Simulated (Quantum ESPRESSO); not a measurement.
# CuO (Tenorite): which magnetic order is lowest, part 2 of 2

Does CuO (Tenorite) prefer parallel or opposed moments?

Quantum ESPRESSO 7.5; PBEsol with U = 6 eV on Cu d (ortho-atomic projectors); plane waves with GBRV 1.5 PBEsol potentials, no spin-orbit coupling.

So far, absolute magnetization (μB): step 2 (start 1: ferro ++) 2.09.

### 3. Start 2: antiferro +−

Input file pw.in:

```
&CONTROL
  calculation = 'scf'
  prefix = 'pwscf'
  outdir = './tmp'
  pseudo_dir = './pseudo'
  disk_io = 'nowf'
/
&SYSTEM
  ibrav = 0
  nat = 4
  ntyp = 3
  ecutwfc = 40
  ecutrho = 280
  nbnd = 34
  occupations = 'smearing'
  smearing = 'fd'
  degauss = 0.00367493
  nspin = 2
  starting_magnetization(1) = 0.0526
  starting_magnetization(2) = -0.0526
  starting_magnetization(3) = 0
/
&ELECTRONS
  conv_thr = 8d-09
  electron_maxstep = 150
  mixing_beta = 0.3
/
ATOMIC_SPECIES
Cu1    63.5460 cu_pbesol_v1.2.uspp.F.UPF
Cu2    63.5460 cu_pbesol_v1.2.uspp.F.UPF
O      15.9990 o_pbesol_v1.2.uspp.F.UPF
CELL_PARAMETERS angstrom
   2.3418500000   -1.7113000000    0.0000000000
   2.3418500000    1.7113000000    0.0000000000
  -0.8500274268    0.0000000000    5.0578693947
ATOMIC_POSITIONS crystal
Cu1     0.0000000000    0.5000000000    0.0000000000
Cu2     0.5000000000    0.0000000000    0.5000000000
O       0.5816000000    0.4184000000    0.2500000000
O       0.4184000000    0.5816000000    0.7500000000
K_POINTS automatic
8 8 4 0 0 0
HUBBARD {ortho-atomic}
U Cu1-3d 6.0000
U Cu2-3d 6.0000
```

Started as:

```sh
$ OMP_NUM_THREADS=1 mpirun -n 4 pw.x -nk 4 -in pw.in > pw.out
```

The log of the run:

```text
[banner, memory and clock lines left out]
Program PWSCF v.7.5 starts

     Message from routine setup:
     using ibrav=0 with symmetry is DISCOURAGED, use correct ibrav instead

     bravais-lattice index     =            0
     lattice parameter (alat)  =       5.4811  a.u.
     unit-cell volume          =     273.5769 (a.u.)^3
     number of atoms/cell      =            4
     number of atomic types    =            3
     number of electrons       =        50.00
     number of Kohn-Sham states=           34
     kinetic-energy cutoff     =      40.0000  Ry
     charge density cutoff     =     280.0000  Ry
     scf convergence threshold =      8.0E-09
     mixing beta               =       0.3000
     number of iterations used =            8  plain     mixing
     Exchange-correlation= SLA  PW   PSX  PSC
                           (   1   4  10   8   0   0   0)
     Hubbard projectors: ortho-atomic
     Hubbard parameters of DFT+U (Dudarev formulation) in eV:
     U(Cu1-3d) =  6.0000
     U(Cu2-3d) =  6.0000

     Internal variables: lda_plus_u =T, lda_plus_u_kind = 0

     Internal variables: orbital_resolved =F, hub_pot_fix =F, apply_U = F

     celldm(1)=   5.481121  celldm(2)=   0.000000  celldm(3)=   0.000000
     celldm(4)=   0.000000  celldm(5)=   0.000000  celldm(6)=   0.000000

     crystal axes: (cart. coord. in units of alat)
               a(1) = (   0.807400  -0.590005   0.000000 )
               a(2) = (   0.807400   0.590005   0.000000 )
               a(3) = (  -0.293064   0.000000   1.743802 )

     reciprocal axes: (cart. coord. in units 2 pi/alat)
               b(1) = (  0.619272 -0.847451  0.104075 )
               b(2) = (  0.619272  0.847451  0.104075 )
               b(3) = ( -0.000000  0.000000  0.573460 )

     PseudoPot. # 1 for Cu read from file:
     cu_pbesol_v1.2.uspp.F.UPF
     Pseudo is Ultrasoft + core correction, Zval = 19.0

     PseudoPot. # 2 for Cu read from file:
     cu_pbesol_v1.2.uspp.F.UPF
     Pseudo is Ultrasoft + core correction, Zval = 19.0

     PseudoPot. # 3 for O  read from file:
     o_pbesol_v1.2.uspp.F.UPF
     Pseudo is Ultrasoft + core correction, Zval =  6.0

     atomic species   valence    mass     pseudopotential
     Cu1              19.00    63.54600     Cu( 1.00)
     Cu2              19.00    63.54600     Cu( 1.00)
     O                 6.00    15.99900     O ( 1.00)

     Starting magnetic structure
     atomic species   magnetization
     Cu1             0.053
     Cu2            -0.053
     O               0.000

      2 Sym. Ops., with inversion, found

   Cartesian axes

     site n.     atom                  positions (alat units)
         1        Cu1    tau(   1) = (   0.4036998   0.2950025   0.0000000  )
         2        Cu2    tau(   2) = (   0.2571678  -0.2950025   0.8719008  )
         3        O      tau(   3) = (   0.7341337  -0.0962888   0.4359504  )
         4        O      tau(   4) = (   0.5876017   0.0962888   1.3078513  )

     number of k points=   132  Fermi-Dirac smearing, width (Ry)=  0.0037

     Number of k-points >= 100: set verbosity='high' to print them.

     Dense  grid:    21647 G-vectors     FFT dimensions: (  30,  30,  54)

     Smooth grid:     9325 G-vectors     FFT dimensions: (  24,  24,  40)

     Check: negative core charge=   -0.000003
     Generating pointlists ...
     new r_m :   0.2774 (alat units)  1.5207 (a.u.) for type    1
     new r_m :   0.2774 (alat units)  1.5207 (a.u.) for type    2
     new r_m :   0.2774 (alat units)  1.5207 (a.u.) for type    3

     Initial potential from superposition of free atoms

     starting charge      48.0000, renormalised to      50.0000

     STARTING HUBBARD OCCUPATIONS:

     =================== HUBBARD OCCUPATIONS ===================
     ------------------------ ATOM    1 ------------------------
     Tr[ns(  1)] (up, down, total) =   5.00000  3.00000  8.00000
     Atomic magnetic moment for atom   1 =   2.00000
     [... lines left out ...]
     ------------------------ ATOM    2 ------------------------
     Tr[ns(  2)] (up, down, total) =   3.00000  5.00000  8.00000
     Atomic magnetic moment for atom   2 =  -2.00000
     [... lines left out ...]
     Number of occupied Hubbard levels =   16.0000

     Atomic wfc used for Hubbard projectors are orthogonalized

     Starting wfcs are   34 randomized atomic wfcs

     Self-consistent Calculation

     iteration #  1     ecut=    40.00 Ry     beta= 0.30
     Davidson diagonalization with overlap
     ethr =  1.00E-02,  avg # of iterations =  4.3

     =================== HUBBARD OCCUPATIONS ===================
     ------------------------ ATOM    1 ------------------------
     Tr[ns(  1)] (up, down, total) =   4.76700  3.75496  8.52196
     Atomic magnetic moment for atom   1 =   1.01204
     [... lines left out ...]
     ------------------------ ATOM    2 ------------------------
     Tr[ns(  2)] (up, down, total) =   3.75514  4.76675  8.52189
     Atomic magnetic moment for atom   2 =  -1.01160
     [... lines left out ...]
     Number of occupied Hubbard levels =   17.0439

     total energy              =    -870.11549556 Ry
     estimated scf accuracy    <       3.53932592 Ry

     total magnetization       =    -0.00 Bohr mag/cell
     absolute magnetization    =     2.38 Bohr mag/cell

     iteration #  2     ecut=    40.00 Ry     beta= 0.30
     Davidson diagonalization with overlap
     ethr =  7.08E-03,  avg # of iterations =  2.0

     total energy              =    -871.04695122 Ry
     estimated scf accuracy    <       0.67569981 Ry

     total magnetization       =     0.00 Bohr mag/cell
     absolute magnetization    =     1.32 Bohr mag/cell

     [... further iterations left out ...]

     iteration # 14     ecut=    40.00 Ry     beta= 0.30
     Davidson diagonalization with overlap
     ethr =  3.08E-11,  avg # of iterations =  2.0

     total energy              =    -871.13988293 Ry
     estimated scf accuracy    <          8.5E-09 Ry

     total magnetization       =    -0.00 Bohr mag/cell
     absolute magnetization    =     1.64 Bohr mag/cell

     iteration # 15     ecut=    40.00 Ry     beta= 0.30
     Davidson diagonalization with overlap
     ethr =  1.71E-11,  avg # of iterations =  1.0

     Magnetic moment per site  (integrated on atomic sphere of radius R)
     atom   1 (R=0.277)  charge= 16.4321  magn=  0.6333
     atom   2 (R=0.277)  charge= 16.4321  magn= -0.6333
     atom   3 (R=0.277)  charge=  5.3463  magn=  0.0000
     atom   4 (R=0.277)  charge=  5.3463  magn=  0.0000

     End of self-consistent calculation

     =================== HUBBARD OCCUPATIONS ===================
     ------------------------ ATOM    1 ------------------------
     Tr[ns(  1)] (up, down, total) =   4.91922  4.29843  9.21765
     Atomic magnetic moment for atom   1 =   0.62079
     [... lines left out ...]
     ------------------------ ATOM    2 ------------------------
     Tr[ns(  2)] (up, down, total) =   4.29843  4.91922  9.21765
     Atomic magnetic moment for atom   2 =  -0.62079
     [... lines left out ...]
     Number of occupied Hubbard levels =   18.4353

     Number of k-points >= 100: set verbosity='high' to print the bands.

     the Fermi energy is    11.6003 ev

!    total energy              =    -871.13988295 Ry
     estimated scf accuracy    <          1.8E-09 Ry
     smearing contrib. (-TS)   =      -0.00000049 Ry
     internal energy E=F+TS    =    -871.13988246 Ry

     The total energy is F=E-TS. E is the sum of the following terms:
     one-electron contribution =    -620.20275533 Ry
     hartree contribution      =     337.24402509 Ry
     xc contribution           =     -91.18204768 Ry
     ewald contribution        =    -497.16893300 Ry
     Hubbard energy            =       0.16982847 Ry

     total magnetization       =    -0.00 Bohr mag/cell
     absolute magnetization    =     1.64 Bohr mag/cell

     convergence has been achieved in  15 iterations
```

Wall time 50 s (4 MPI ranks of Arm Neoverse V2, shared host); peak memory 0.52 GiB; 3.3 min of CPU time.

Spin moment in the atom's sphere by atom:

```csv
atom,spin moment in the atom's sphere (μB)
Cu1,0.633
Cu2,-0.633
O3,0.000
O4,0.000
```

This step gave:

```
smearing term TS       : 6.70e-6 eV
magnetization          : 0 μB
absolute magnetization : 1.638 μB
final state            : antiferromagnetic
```

Spin density in the ac plane of the conventional cell at fractional y = 0.250, with atoms of Cu within 0.2 Å of it.

Ten even steps from '0' (-2.6 e/Å³) to '9' (2.6 e/Å³), each cell a mean:
```
44587544444444
45555544444444
44444454444444
44444554444444
44444554444444
44444544444444
44444444431244
44444444440144
44444444443344
45544444444444
55544444444444
55444444444444
44554544444444
45565544444444
45697544444444
```
Columns run along a (4.7 Å), rows up along c (5.1 Å), edges of the conventional cell, whose origin can differ from the input's. Atoms in or near the plane, at fractional coordinates: Cu at (0.25, 0.00), Cu at (0.75, 0.50).

Valence density in the ac plane of the conventional cell at fractional y = 0.250, with atoms of Cu within 0.2 Å of it. It is the smooth field of the valence electrons, not physical close to the nuclei.

Values in e/Å³, 15 rows by 14 columns, each cell a mean:
```
 0  1 12 37 19  2  0  0  0  0  0  0  0  0
 0  1  2  5  2  1  1  1  0  0  0  0  0  0
 0  0  0  1  0  1  1  1  1  0  0  0  0  0
 0  0  0  0  0  1  2  2  1  0  0  0  0  0
 0  0  0  0  0  1  1  1  1  0  0  0  0  0
 0  0  0  0  0  0  1  1  1  1  4  4  1  0
 0  0  0  0  0  0  0  0  1  7 32 25  4  0
 0  0  0  0  0  0  0  0  1 15 58 34  4  0
 0  0  0  0  0  0  0  0  1  6 15  7  1  0
 1  1  0  0  0  0  0  0  0  1  1  1  1  1
 2  1  0  0  0  0  0  0  0  0  0  0  1  1
 2  1  0  0  0  0  0  0  0  0  0  0  1  2
 1  1  1  1  1  1  0  0  0  0  0  0  0  1
 0  1  3 12 11  2  0  0  0  0  0  0  0  0
 0  1 13 56 37  5  1  0  0  0  0  0  0  0
```
Columns run along a (4.7 Å), rows up along c (5.1 Å), edges of the conventional cell, whose origin can differ from the input's. Atoms in or near the plane, at fractional coordinates: Cu at (0.25, 0.00), Cu at (0.75, 0.50).

### 4. Start 3: antiferro q=(0,1/2,1/2) +−+−

This order needs a doubled cell of 8 atoms. The wavevector q is in fractions of the reciprocal vectors of the crystal's primitive cell, as the cells of these inputs are built from it; moments change sign between cells as cos(2π q·R).

Input file pw.in:

```
&CONTROL
  calculation = 'scf'
  prefix = 'pwscf'
  outdir = './tmp'
  pseudo_dir = './pseudo'
  disk_io = 'nowf'
/
&SYSTEM
  ibrav = 0
  nat = 8
  ntyp = 3
  ecutwfc = 40
  ecutrho = 280
  nbnd = 64
  occupations = 'smearing'
  smearing = 'fd'
  degauss = 0.00367493
  nspin = 2
  starting_magnetization(1) = 0.0526
  starting_magnetization(2) = -0.0526
  starting_magnetization(3) = 0
/
&ELECTRONS
  conv_thr = 1.6d-08
  electron_maxstep = 150
  mixing_beta = 0.3
/
ATOMIC_SPECIES
Cu1    63.5460 cu_pbesol_v1.2.uspp.F.UPF
Cu2    63.5460 cu_pbesol_v1.2.uspp.F.UPF
O      15.9990 o_pbesol_v1.2.uspp.F.UPF
CELL_PARAMETERS angstrom
   2.3418500000   -1.7113000000    0.0000000000
   4.6837000000    3.4226000000    0.0000000000
   1.4918225732    1.7113000000    5.0578693947
ATOMIC_POSITIONS crystal
Cu1     0.0000000000    0.2500000000    0.0000000000
Cu2     0.0000000000    0.7500000000    0.0000000000
Cu1     0.5000000000    0.7500000000    0.5000000000
Cu2     0.5000000000    0.2500000000    0.5000000000
O       0.5816000000    0.0842000000    0.2500000000
O       0.5816000000    0.5842000000    0.2500000000
O       0.4184000000    0.9158000000    0.7500000000
O       0.4184000000    0.4158000000    0.7500000000
K_POINTS automatic
8 4 4 0 0 0
HUBBARD {ortho-atomic}
U Cu1-3d 6.0000
U Cu2-3d 6.0000
```

The log of the run:

```text
     [... lines left out ...]
Program PWSCF v.7.5 starts
     [... lines left out ...]
     number of atoms/cell      =            8
     [... lines left out ...]
     number of electrons       =       100.00
     number of Kohn-Sham states=           64
     kinetic-energy cutoff     =      40.0000  Ry
     charge density cutoff     =     280.0000  Ry
     scf convergence threshold =      1.6E-08
     [... lines left out ...]
      2 Sym. Ops., with inversion, found ( 1 have fractional translation)
     [... lines left out ...]
     number of k points=    68  Fermi-Dirac smearing, width (Ry)=  0.0037
     [... lines left out ...]
     iteration # 16     ecut=    40.00 Ry     beta= 0.30
     [... lines left out ...]
     Magnetic moment per site  (integrated on atomic sphere of radius R)
     atom   1 (R=0.277)  charge= 16.4271  magn=  0.6741
     atom   2 (R=0.277)  charge= 16.4271  magn= -0.6741
     atom   3 (R=0.277)  charge= 16.4248  magn=  0.6756
     atom   4 (R=0.277)  charge= 16.4248  magn= -0.6756
     atom   5 (R=0.277)  charge=  5.3502  magn=  0.1355
     atom   6 (R=0.277)  charge=  5.3502  magn= -0.1355
     atom   7 (R=0.277)  charge=  5.3502  magn= -0.1355
     atom   8 (R=0.277)  charge=  5.3502  magn=  0.1355
     [... lines left out ...]
     Tr[ns(  1)] (up, down, total) =   4.93020  4.27548  9.20568
     [... lines left out ...]
     Tr[ns(  2)] (up, down, total) =   4.27549  4.93021  9.20569
     [... lines left out ...]
     Tr[ns(  3)] (up, down, total) =   4.92877  4.27303  9.20180
     [... lines left out ...]
     Tr[ns(  4)] (up, down, total) =   4.27302  4.92877  9.20179
     [... lines left out ...]
     the Fermi energy is    11.6255 ev
!    total energy              =   -1742.26603171 Ry
     estimated scf accuracy    <          6.6E-09 Ry
     smearing contrib. (-TS)   =      -0.00000611 Ry
     [... lines left out ...]
     total magnetization       =     0.00 Bohr mag/cell
     absolute magnetization    =     3.60 Bohr mag/cell
     convergence has been achieved in  16 iterations
```

Wall time 2.3 min (4 MPI ranks); peak memory 0.86 GiB; 9.1 min of CPU time.

Spin moment in the atom's sphere by atom:

```
atom  spin moment in the atom's sphere (μB)
 Cu1                                  0.674
 Cu2                                 -0.674
 Cu3                                  0.676
 Cu4                                 -0.676
  O5                                  0.136
  O6                                 -0.136
  O7                                 -0.136
  O8                                  0.136
```

This step gave:

```yaml
smearing_term_ts: 8.31e-5 eV
magnetization: 0 μB
absolute_magnetization: 3.602 μB
final_state: antiferromagnetic
```

### 5. Ranking

An order is kept where moments of 0.15 μB or more survive with the typed signs; meshes match where a doubled cell samples the same k points as the first cell.

Orders:

```csv
start,final state,typed order kept,energy over the lowest (meV a seeded atom),largest site moment (μB),net moment (μB a cell of the first run),mesh matched,CPU time (s)
ferro ++,ferromagnetic,yes,52.16,0.6938,1.999,yes,138.8
antiferro +-,antiferromagnetic,yes,0,0.6333,0,yes,197.9
"antiferro q=(0,1/2,1/2) +-+-",antiferromagnetic,yes,46.72,0.6756,0,no,545.4
```

### 6. Occupations of the corrected shells in the lowest state

Occupations of the Hubbard shells:

```
block  type  shell  spin  electrons             occupation numbers
    1   Cu1     3d    up      4.919  0.969 0.985 0.987 0.988 0.990
    1   Cu1     3d  down      4.298  0.372 0.965 0.986 0.987 0.988
    2   Cu2     3d    up      4.298  0.372 0.965 0.986 0.987 0.988
    2   Cu2     3d  down      4.919  0.969 0.985 0.987 0.988 0.990
```

### 7. What came out

```yaml
lowest_state_found: antiferromagnetic (from antiferro +-)
largest_site_moment: 0.633 μB
next_state_with_moments: antiferromagnetic, 46.7 meV a seeded atom higher
```

The k meshes of the cells are not all equivalent, which blurs small differences. Only these 3 starts were compared; other wavevectors, canted and longer-period orders were not.

[Logs and program files are shortened in this print: banners, set-up blocks, solver, clock and traceback lines can be left out without a mark of their own.]

[Logs are printed without paths, hosts, clocks, repeated set-up lines and the standing remarks that a program may print on its own settings, such as how far it seeks lower states.]

[Hosts, paths, dates, database ids (printed as entryN), source tags and the programs' standing remarks are cut or masked in the printed files.]

[Where a cell is said to come from a database of computed structures, the database is the Materials Project.]
